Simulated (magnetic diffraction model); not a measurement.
# Solving a magnetic structure from powder neutron data: CoAsPb

Space group P6_3/mmc (no. 194), a = 4.2570 Å, c = 7.6100 Å.

| site | atom | x | y | z |
| --- | --- | --- | --- | --- |
| 2a | Pb | 0 | 0 | 0 |
| 2d | As | 1/3 | 2/3 | 3/4 |
| 2c | Co | 2/3 | 1/3 | 3/4 |

This is a made-up structure (elements placed in a structure type, unrelaxed), so the numbers test the method and describe no known phase.

Only Co is taken to order (form factors of Co2+); orders and moment sizes are assumed, and not adapted to the symmetry. Radiation: neutrons of λ = 2.41 Å, 5° to 100°; isotropic B of 0.34 Å² (Pb), 0.47 Å² (As) and 0.55 Å² (Co). The intensities are simulated: I ∝ L Σ (|F_N|² + |F_M⊥|²) for unpolarised neutrons, with F_M = 2.695 fm/μB × Σ f(s) S exp(2πi Q·r) exp(−B s²) at Q = H ± k (one set where k and −k are equivalent), only the part normal to Q counting and L = 1/(sin²θ cos θ). For collinear order S is the moment m, which repeats by lattice and centring translations R with the sign exp(−2πi k·R). Form factors are spin-only for 3d ions and dipole or tabulated for f ions, scattering lengths are Sears's of 1992, and absorption is left out. A label names one of the reflections at its angle. The strongest nuclear line in the range is 100, and lines under 0.2 are left out.

Above the ordering temperature:

```
2θ (°)    index      I
 38.16  (1 0 0)   11.4
 42.59  (1 0 1)    9.8
 54.14  (1 0 2)  100.0
 68.96  (1 1 0)   60.2
 70.43  (1 0 3)    4.3
 78.60  (0 0 4)   16.9
 81.64  (2 0 0)    3.5
 84.54  (2 0 1)    3.4
 90.92  (1 0 4)    6.3
 93.17  (2 0 2)   48.7
```

Below it (cell unchanged):

```csv
2θ (°),I
18.22,2.2
38.16,14.9
42.59,11.3
54.14,101.8
68.96,60.2
70.43,4.5
72.01,1.6
78.60,16.9
81.64,3.9
84.54,3.7
90.92,6.5
93.17,49.2
95.30,0.5
```

**Question.** Find the propagation vector, then choose among these models:
A. collinear moments along [101], 1.46 μB on Co; signs + at (2/3, 1/3, 3/4), + at (1/3, 2/3, 1/4)
B. collinear moments along [101], 1.46 μB on Co; signs + at (2/3, 1/3, 3/4), − at (1/3, 2/3, 1/4)
C. collinear moments along [100], 1.46 μB on Co; signs + at (2/3, 1/3, 3/4), + at (1/3, 2/3, 1/4)
D. collinear moments along [100], 1.46 μB on Co; signs + at (2/3, 1/3, 3/4), − at (1/3, 2/3, 1/4)

No line moves, and magnetic intensity falls on nuclear lines such as the one at 38.16°; new lines at (0 0 1), (1 1 1) and (1 1 3) have whole indices that obey the lattice centring, at places with no nuclear intensity to speak of, so the magnetic cell equals the chemical primitive cell: k = 0.

Magnetic intensity, observed (below minus above) and for each model:

| 2θ (°) | index | observed | A | B | C | D |
| --- | --- | --- | --- | --- | --- | --- |
| 18.22 | (0 0 1) | 2.2 | <0.2 | 2.2 | <0.2 | 9.3 |
| 36.93 | (0 0 2) | <0.2 | 0.5 | <0.2 | 1.9 | <0.2 |
| 38.16 | (1 0 0) | 3.5 | 1.2 | 3.5 | 0.7 | 2.0 |
| 42.59 | (1 0 1) | 1.5 | 4.6 | 1.5 | 3.6 | 1.2 |
| 54.14 | (1 0 2) | 1.8 | 0.6 | 1.8 | 0.8 | 2.4 |
| 70.43 | (1 0 3) | 0.2 | 0.7 | 0.2 | 1.3 | 0.4 |
| 72.01 | (1 1 1) | 1.6 | <0.2 | 1.6 | <0.2 | 1.0 |
| 80.89 | (1 1 2) | <0.2 | 1.0 | <0.2 | 0.8 | <0.2 |

Model B matches.

The structure used: k = (0 0 0), collinear moments along [101], 1.46 μB on Co; signs + at (2/3, 1/3, 3/4), − at (1/3, 2/3, 1/4).

[Logs are printed without paths, hosts, clocks, repeated set-up lines and the standing remarks that a program may print on its own settings, such as how far it seeks lower states.]
